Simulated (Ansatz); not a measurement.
# Na(100) with 4 thermally displaced layers, 2x2: scattering by thermal displacements

Wanted: the phonon-limited resistivity of Na at 180 K by the Landauer route.

Program: Ansatz 0.2.0. Level of theory: Ansatz plane-wave DFT, PBE, PAW files; ballistic transport by layer matching (Landauer), zero bias; PAW set soft_1. Results are calculated unless marked as measured.

**1. The structure**

The cell holds 56 atoms: 56 Na. Its edges and angles: a = 8.581 Å, b = 8.581 Å, c = 30.034 Å, α = 90.0°, β = 90.0°, γ = 90.0°. It derives from Na. Regions: lead, 40 atoms (40 Na); scattering region, 16 atoms (16 Na). The structure is stacked along c, and the current runs across the ab planes.

**2. With 4 displaced layers**

Each atom of 4 layers is moved at random, by amounts drawn from a normal law 0.2159 Å wide in each direction from the Debye model (158 K) at 180 K. The layers about the cell's end stay perfect and serve as the lead. Disorder leaves little or no symmetry, which makes such runs dear. Energies from -0.05 to 0.05 eV in steps of 0.05 eV are too few for the program's thermal sum, so it prints no conductance; for a metal the transmission near the Fermi level serves, at a fraction of the cost.

r

The input, input.yaml:

```yaml
crystal:
  lattice:
    - [8.5812, 0.0, 0.0]
    - [0.0, 8.5812, 0.0]
    - [0.0, 0.0, 30.0342]
  atoms:
    - { symbol: Na, position: [0.0, 0.0, 0.0357142857] }
    - { symbol: Na, position: [0.0, 0.5, 0.0357142857] }
    - { symbol: Na, position: [0.5, 0.0, 0.0357142857] }
    - { symbol: Na, position: [0.5, 0.5, 0.0357142857] }
    - { symbol: Na, position: [0.25, 0.25, 0.1071428571] }
    - { symbol: Na, position: [0.25, 0.75, 0.1071428571] }
    - { symbol: Na, position: [0.75, 0.25, 0.1071428571] }
    - { symbol: Na, position: [0.75, 0.75, 0.1071428571] }
    - { symbol: Na, position: [0.0, 0.0, 0.1785714286] }
    - { symbol: Na, position: [0.0, 0.5, 0.1785714286] }
    - { symbol: Na, position: [0.5, 0.0, 0.1785714286] }
    - { symbol: Na, position: [0.5, 0.5, 0.1785714286] }
    - { symbol: Na, position: [0.25, 0.25, 0.25] }
    - { symbol: Na, position: [0.25, 0.75, 0.25] }
    - { symbol: Na, position: [0.75, 0.25, 0.25] }
    - { symbol: Na, position: [0.75, 0.75, 0.25] }
    - { symbol: Na, position: [0.0, 0.0, 0.3214285714] }
    - { symbol: Na, position: [0.0, 0.5, 0.3214285714] }
    - { symbol: Na, position: [0.5, 0.0, 0.3214285714] }
    - { symbol: Na, position: [0.5, 0.5, 0.3214285714] }
    - { symbol: Na, position: [0.2531632798, 0.2466763389, 0.3974607321] }
    - { symbol: Na, position: [0.2526392097, 0.7365229531, 0.3954564187] }
    - { symbol: Na, position: [0.7828076808, 0.2738278595, 0.3877984399] }
    - { symbol: Na, position: [0.7181629277, 0.7343188735, 0.3931542089] }
    - { symbol: Na, position: [0.941503938, 0.9944953629, 0.4553296566] }
    - { symbol: Na, position: [0.9815766926, 0.4863068448, 0.4620120346] }
    - { symbol: Na, position: [0.5103563211, 0.0262288686, 0.4633617607] }
    - { symbol: Na, position: [0.5343792146, 0.4832641919, 0.4668124956] }
    - { symbol: Na, position: [0.2727306444, 0.2523652802, 0.5303697447] }
    - { symbol: Na, position: [0.2268100683, 0.7384839553, 0.5372971278] }
    - { symbol: Na, position: [0.72459875, 0.2447372966, 0.5345697189] }
    - { symbol: Na, position: [0.7636072766, 0.7554006654, 0.538268833] }
    - { symbol: Na, position: [0.9835501537, 0.9967390164, 0.6127783558] }
    - { symbol: Na, position: [0.0375736278, 0.4683228385, 0.6180254878] }
    - { symbol: Na, position: [0.5338612345, 0.0196572194, 0.6090438597] }
    - { symbol: Na, position: [0.4921019332, 0.5366827266, 0.6212339016] }
    - { symbol: Na, position: [0.25, 0.25, 0.6785714286] }
    - { symbol: Na, position: [0.25, 0.75, 0.6785714286] }
    - { symbol: Na, position: [0.75, 0.25, 0.6785714286] }
    - { symbol: Na, position: [0.75, 0.75, 0.6785714286] }
    - { symbol: Na, position: [0.0, 0.0, 0.75] }
    - { symbol: Na, position: [0.0, 0.5, 0.75] }
    - { symbol: Na, position: [0.5, 0.0, 0.75] }
    - { symbol: Na, position: [0.5, 0.5, 0.75] }
    - { symbol: Na, position: [0.25, 0.25, 0.8214285714] }
    - { symbol: Na, position: [0.25, 0.75, 0.8214285714] }
    - { symbol: Na, position: [0.75, 0.25, 0.8214285714] }
    - { symbol: Na, position: [0.75, 0.75, 0.8214285714] }
    - { symbol: Na, position: [0.0, 0.0, 0.8928571429] }
    - { symbol: Na, position: [0.0, 0.5, 0.8928571429] }
    - { symbol: Na, position: [0.5, 0.0, 0.8928571429] }
    - { symbol: Na, position: [0.5, 0.5, 0.8928571429] }
    - { symbol: Na, position: [0.25, 0.25, 0.9642857143] }
    - { symbol: Na, position: [0.25, 0.75, 0.9642857143] }
    - { symbol: Na, position: [0.75, 0.25, 0.9642857143] }
    - { symbol: Na, position: [0.75, 0.75, 0.9642857143] }
kpoints:
  mp_grid: { grid: [3, 3, 1] }
hamiltonian:
  xc: pbe
  pseudopotentials: { kind: paw, azcp: { folder: soft_1 } }
scf:
  occupations: { method: fermi_dirac, width: 0.1 }
output:
  transmission: { leads: [[0, 4]], kmesh: [6, 6], e_range: [-0.05, 0.05], de: 0.05 }
  write_potential: true
  write_density: true
  volumetric_format: npy
  elf: true
```

On the command line:

```
> ansatz run input.yaml --threads 4 --pin off --max-ram 15360MiB --backend cpu --events-out ev --progress --plain --runs-dir out
```

Numbers of over 12 decimals in the logs are rounded to 6 here.

What it wrote:

```text
Engine: ansatz 0.2.0, aarch64-unknown-linux-gnu
Pseudopotentials: kind: paw
Pseudopotential: Na, paw, valence charge 9, recommended cutoff 420 eV (normal), soft_1/Na.paw.azcp
Functional definition: PBE
  parameter kappa = 0.804
  parameter beta = 0.066725
  exchange = pbe_x(kappa = kappa, mu = beta*pi^2/3)
  correlation = pbe_c(beta = beta)
Crystal: 56 atoms, lattice volume = 2211.628 Å³
Basis set: ecut = 420 eV, 43261 PW (Γ)
Bands: 308, of which v1, the nominal top of the filled ones, is band 252 counted from 1 (251 counted from 0)
Symmetry: 1 space group operations
Space group: P1 (ITA 1), of the structure as read, at distance tolerance 1.3e-4 Å
k-points: 5 of 9 (time reversal used)
Non-local potential: Na, projectors of the file, l = 0: 3, l = 1: 2, l = 2: 1
PAW form: soft (Blöchl's): semilocal exchange-correlation on the pseudo side does not see the compensation charge
PAW one-centre angular grid: Na, 110 points (default); XC on 64 Gauss nodes
Initial density: superposition of atomic densities (chi_scale 0.1, normalization cell)
Initial wavefunctions: pseudopotential atomic-orbital guess
Functional: x = pbe(κ = 0.804, μ = 0.219515), c = pbe(β = 0.066725)
SCF iter   1: F=—  HF=-83239.470145 eV  |F-HF|=—  |Δ(HF+E_count)|=         —  Δρ=4.35e-3  dr2=9.82e-1  ethr=3.10e-3  ⟨swp⟩=6.6  Hψ=6126  notcnv=0
preconditioner: auto → Kerker (q_TF=auto, 2.132 Å⁻¹)  [metal: Δε(μ)=0.015 eV  Ē_g=3.007 eV  σ=0.100 eV  W_gap=0.04  n_scr=348 (ndim 8)  ℏωp=5.9 eV  f_vac=0.000  D(μ)=25.92/eV (n_scr^D=100)]
SCF iter   2: F=—  HF=-83239.384444 eV  |F-HF|=—  |Δ(HF+E_count)|=   8.57e-2  Δρ=2.80e-3  dr2=5.18e-1  ethr=1.95e-4  ⟨swp⟩=1.6  Hψ=1844  notcnv=0
SCF iter   3: F=—  HF=-83239.321114 eV  |F-HF|=—  |Δ(HF+E_count)|=   6.33e-2  Δρ=9.57e-4  dr2=5.39e-2  ethr=1.03e-4  ⟨swp⟩=1.0  Hψ=1528  notcnv=0
SCF iter   4: F=—  HF=-83239.311126 eV  |F-HF|=—  |Δ(HF+E_count)|=   9.99e-3  Δρ=1.71e-4  dr2=2.93e-3  ethr=1.07e-5  ⟨swp⟩=2.0  Hψ=2502  notcnv=0
SCF iter   5: F=—  HF=-83239.311162 eV  |F-HF|=—  |Δ(HF+E_count)|=   3.58e-5  Δρ=4.45e-5  dr2=4.85e-4  ethr=5.82e-7  ⟨swp⟩=2.0  Hψ=1590  notcnv=0
SCF iter   6: F=—  HF=-83239.311131 eV  |F-HF|=—  |Δ(HF+E_count)|=   3.06e-5  Δρ=2.73e-5  dr2=2.32e-5  ethr=9.63e-8  ⟨swp⟩=2.0  Hψ=1715  notcnv=0
SCF iter   7: F=—  HF=-83239.311213 eV  |F-HF|=—  |Δ(HF+E_count)|=   8.22e-5  Δρ=8.63e-6  dr2=2.41e-6  ethr=4.61e-9  ⟨swp⟩=2.0  Hψ=2703  notcnv=0  defer=12
SCF iter   8: F=—  HF=-83239.311213 eV  |F-HF|=—  |Δ(HF+E_count)|=   1.43e-7  Δρ=3.67e-6  dr2=4.94e-7  ethr=4.79e-10  ⟨swp⟩=2.0  Hψ=2814  notcnv=0  defer=12
SCF iter   9: F=-83239.311213 eV  HF=-83239.311213 eV  |F-HF|=4.97e-8  |Δ(HF+E_count)|=   5.21e-8  Δρ=8.20e-7  dr2=8.21e-8  ethr=1.98e-11  ⟨swp⟩=9.6  Hψ=7649  notcnv=0
SCF 1 converged in 9 iterations: F = -83239.311213 eV  dr2 = 8.21e-8
  greatest PAW one-centre occupation: 0.999 electrons in one spin orbital (limit 2), on the Na atom at site 29 (counted from 0), in its partial waves of l = 0
transmission: 99 of 960 steps passed
transmission: 198 of 960 steps passed
[...]
transmission: 960 of 960 steps passed
SCF converged after 9 iterations
Free energy (F): -83239.311213 eV
Harris-Foulkes:  -83239.311213 eV  (|F-HF|=4.97e-8)
Internal energy: -83238.470974 eV  (E = F + TS)
E sigma→0 (E₀):  -83238.891094 eV
Entropy (-TS):   -0.840239 eV (-15.004 meV/atom)
Fermi energy:    1.386769 eV
--- Per-component energies (eV) ---
  E_band       = -13686.601902
  E_kinetic    = 6316.854551
  E_local      = -90736.534295  (includes V_loc(G=0)·N_el)
  E_nonlocal   = 15576.009359
  E_hartree    = 31655.704501
  E_xc         = -2029.079947
  E_vxc        = -2607.536897  (∫ρ·V_xc dr)
  E_paw        = -16433.466672  (= ΣΔE_a)
  E_vpaw       = -5546.794873  (= ΣTr[D̂ρ^β])
  E_aug_tail   = 0.000902  (compensation charges beyond the density's cutoff)
  E_ewald      = -27587.959372
  E_smearing   = -0.840239  (= −TS)
  E_closure    = -0.000000  (closes the sum)
  Σ components = -83239.311213   (vs F -83239.311213, Δ=0.00e0)
--- Band table (eV; the first three rows and the last of 5) ---
  k-point 0: bands = [... 248 lower, 0.9987, 1.0057, 1.0231, 1.0635, 1.0739, 1.7596, 1.7804, 1.7853, ... 52 higher]
  k-point 1: bands = [... 248 lower, 1.2360, 1.2417, 1.2540, 1.2602, 1.3799, 1.3888, 1.4099, 1.4237, ... 52 higher]
  k-point 2: bands = [... 248 lower, 1.2345, 1.2439, 1.2537, 1.2638, 1.3812, 1.3882, 1.4138, 1.4244, ... 52 higher]
  k-point 4: bands = [... 248 lower, 0.9341, 0.9642, 1.3999, 1.4065, 1.5793, 1.6064, 2.0204, 2.0399, ... 52 higher]
--- Transmission ---
  basis      : 657 plane waves across, 48 finite elements along
  points     : 20, standing for a mesh of 6 x 6
  energies   : 3 from -0.050000 to 0.050000 eV about the Fermi level, 0.050000 eV apart; the leads are filled to 0.000000 eV, and channels, transmission and decay are at 0.000000 eV
  crystal 0  : Na4, at the sites [0, 4], period 2.1453 Å, over 21.45 Å; its Hamiltonian steps by up to 5.4 meV
    offset         : up to 0.0000 Å between an atom of the period and one for which it stands
    channels       : 4.916667e0 a spin
    conductance    : none, the energies end too early or step too widely for 300 K: set another output.transmission.e_range or a lower de, or, where they end at an eighth of basis.ecutwfc, a higher one
  junction   : crystal 0 to crystal 0, 0.70 to 28.59 Å
    transmission   : 4.699572e0 a spin
    conductance    : none, the energies end too early or step too widely for 300 K: set another output.transmission.e_range or a lower de, or, where they end at an eighth of basis.ecutwfc, a higher one
```

Run time: 32 min. Hardware: 4 threads of Arm Neoverse V2, shared host; peak memory 10 GiB.

In the SCF lines HF is the Harris–Foulkes energy and dr2 the Hartree energy of the density residual, in eV; the loop may stop once dr2 is under the threshold and the program's other checks hold. Hψ counts applications of the Hamiltonian.

This step gave:

| Property | Result |
| --- | --- |
| free energy | -83239.3112 eV |
| energy at zero smearing | -83238.8911 eV |
| Fermi energy | 1.387 eV |
| cell area | 73.64 Å² |
| transmission per spin nearest the Fermi level | 4.700 |
| open channels per spin nearest the Fermi level | 4.917 |
| step of the lead's potential | 5.4 meV |

Per spin. Transmission, zone mean against energy, zero at the Fermi level:

```csv
energy (eV),"transmission, zone mean"
-0.0500,4.67
0.0000,4.70
0.0500,4.71
```

Per spin. The open channels, zone mean, lead stays at 4.92 for energy from -0.05 to 0.05 eV.

Transmission over k1 and k2. At 0.0000 eV from the Fermi level.

Values, 6 rows by 6 columns:
```
3.98 3.97 4.82 5.58 4.81 3.97
3.94 4.83 5.47 4.69 5.51 4.82
5.59 5.59 4.69 4.81 4.69 5.59
3.94 4.82 5.51 4.69 5.47 4.83
3.98 3.97 4.81 5.58 4.82 3.97
3.99 3.98 3.94 5.59 3.94 3.98
```
Columns: k1 (b1) from -0.5 to 0.333; rows upwards: k2 (b2) from -0.5 to 0.333.

Open channels over k1 and k2. At 0.0000 eV from the Fermi level.

Ten even steps from '0' (4.00) to '9' (6.00):
```
005950
059595
995559
059595
005950
000900
```
Columns: k1 (b1) from -0.5 to 0.333; rows upwards: k2 (b2) from -0.5 to 0.333.

Valence density in the ca plane at fractional y = 0.252, with atoms of Na within 0.2 Å of it. It is the smooth field of the valence electrons, not physical close to the nuclei.

Values in units of 1e0 e/Å³, 12 rows by 16 columns, each cell a mean:
```
0.0 0.0 0.0 0.0 0.0 0.0 0.0 0.0 0.0 0.0 0.0 0.0 0.0 0.0 0.0 0.0
0.2 0.1 0.0 0.0 1.1 0.4 0.0 0.0 0.0 0.1 0.0 0.0 0.0 0.2 0.1 0.0
8.9 0.9 0.0 0.1 7.9 2.5 0.0 0.0 0.9 4.2 0.1 0.0 0.2 9.2 0.6 0.0
5.1 0.5 0.0 0.0 0.8 0.3 0.0 0.0 1.8 8.2 0.1 0.0 0.1 5.2 0.4 0.0
0.1 0.0 0.0 0.0 0.0 0.0 0.0 0.0 0.1 0.2 0.0 0.0 0.0 0.1 0.0 0.0
0.0 0.0 0.0 0.0 0.0 0.0 0.0 0.0 0.0 0.0 0.0 0.0 0.0 0.0 0.0 0.0
0.0 0.0 0.0 0.0 0.0 0.0 0.0 0.0 0.0 0.0 0.0 0.0 0.0 0.0 0.0 0.0
0.2 0.1 0.0 0.0 0.1 0.2 0.0 0.0 0.4 0.7 0.0 0.0 0.0 0.2 0.1 0.0
8.9 0.9 0.0 0.0 3.6 6.7 0.0 0.0 4.2 8.4 0.0 0.0 0.1 9.2 0.6 0.0
5.1 0.5 0.0 0.0 1.8 3.3 0.0 0.0 0.8 1.5 0.0 0.0 0.1 5.3 0.4 0.0
0.1 0.0 0.0 0.0 0.0 0.1 0.0 0.0 0.0 0.0 0.0 0.0 0.0 0.1 0.0 0.0
0.0 0.0 0.0 0.0 0.0 0.0 0.0 0.0 0.0 0.0 0.0 0.0 0.0 0.0 0.0 0.0
```
Columns run along c (16.0 Å, from fractional 0.23 to 0.77 of the cell), rows up along a (8.6 Å). Atoms in or near the plane, at fractional coordinates: Na at (0.25, 0.25), Na at (0.25, 0.75), Na at (0.40, 0.25), Na at (0.39, 0.78), Na at (0.53, 0.27), Na at (0.53, 0.72), Na at (0.68, 0.25), Na at (0.68, 0.75).

ELF in the ca plane at fractional y = 0.252, with atoms of Na within 0.2 Å of it. It is the smooth field of the valence electrons, not physical close to the nuclei.

Ten even steps from '0' (0.03) to '9' (0.68), each cell a mean:
```
66677777887544578877766655556677788877777777
21235788863100025887776433345677887422246777
00001578740023102688774100014677762000003677
35410268610477610478751011001477730145300367
77750057500766730378730267610267610477730267
84671057510677720378610575740167500664750157
77750057620256400478610675750167610477830267
25410267741000002678730278720267730045300477
00001577764200135778861012101577762000003677
22235777776544556778886310025677776422246777
66677777776666667778899865567766777766677777
77777777777666667788999987777766677777777777
54457777776543346889997532356666676544467777
00013677775200003689972000013666663100024677
01100367762002200379830145201466640011001577
68730157640058850058600677710366510378610267
85671046630275572047501754830267500675740157
85671046630176672047500677710367610675740157
57730156640047740057610145201578720267610367
01100367763001100367741000003678851011001577
00013677776310013677764211246777875210025677
54456777777765567877766544556777788765567777
77777777788887888877666655566677788988777777
```
Columns run along c (16.0 Å, from fractional 0.23 to 0.77 of the cell), rows up along a (8.6 Å). Atoms in or near the plane, at fractional coordinates: Na at (0.25, 0.25), Na at (0.25, 0.75), Na at (0.40, 0.25), Na at (0.39, 0.78), Na at (0.53, 0.27), Na at (0.53, 0.72), Na at (0.68, 0.25), Na at (0.68, 0.75).

Electrostatic potential energy in the ca plane at fractional y = 0.252, with atoms of Na within 0.2 Å of it. With pseudopotentials it is smooth inside the atoms' cores, unlike the true potential.

Ten even steps from '0' (-66 eV) to '9' (4 eV), each cell a mean:
```
99999999999999999999999999999999999999999999
99999999999999999999999999999999999999999999
99999999999988899999999999999999999999999999
87789999999843689999999998999999999987899999
41279999999600389999999864689999999731489999
20059999999710489999999710289999999600179999
41279999999876899999999610179999999731489999
87899999999999999999999853689999999987899999
99999999999999999999999998999999999999999999
99999999999999999999999999999999999999999999
99999999999999999999999999999999999999999999
99999999999999999999999999999999999999999999
99999999999999999999999999999999999999999999
99999999999999999999999999999999999999999999
98999999999998899999999877899999999998999999
74589999999974479999999611589999999854689999
20059999999840038999998400389999999610189999
30059999999840048999999621599999999610289999
74589999999985579999999877899999999864689999
98999999999999999999999999999999999998999999
99999999999999999999999999999999999999999999
99999999999999999999999999999999999999999999
99999999999999999999999999999999999999999999
```
Columns run along c (16.0 Å, from fractional 0.23 to 0.77 of the cell; values clipped at the 3rd and 97th percentile), rows up along a (8.6 Å). Atoms in or near the plane, at fractional coordinates: Na at (0.25, 0.25), Na at (0.25, 0.75), Na at (0.40, 0.25), Na at (0.39, 0.78), Na at (0.53, 0.27), Na at (0.53, 0.72), Na at (0.68, 0.25), Na at (0.68, 0.75).

Over the solved energies the transmission per spin lies between 4.67 and 4.71, out of 4.92 channels of the lead on average (up to 4.92).

[end of part 1 of 2]

[Logs are printed without paths, hosts, clocks, repeated set-up lines and the standing remarks that a program may print on its own settings, such as how far it seeks lower states.]

[Hosts, paths, dates, database ids (printed as entryN), source tags and the programs' standing remarks are cut or masked in the printed files.]
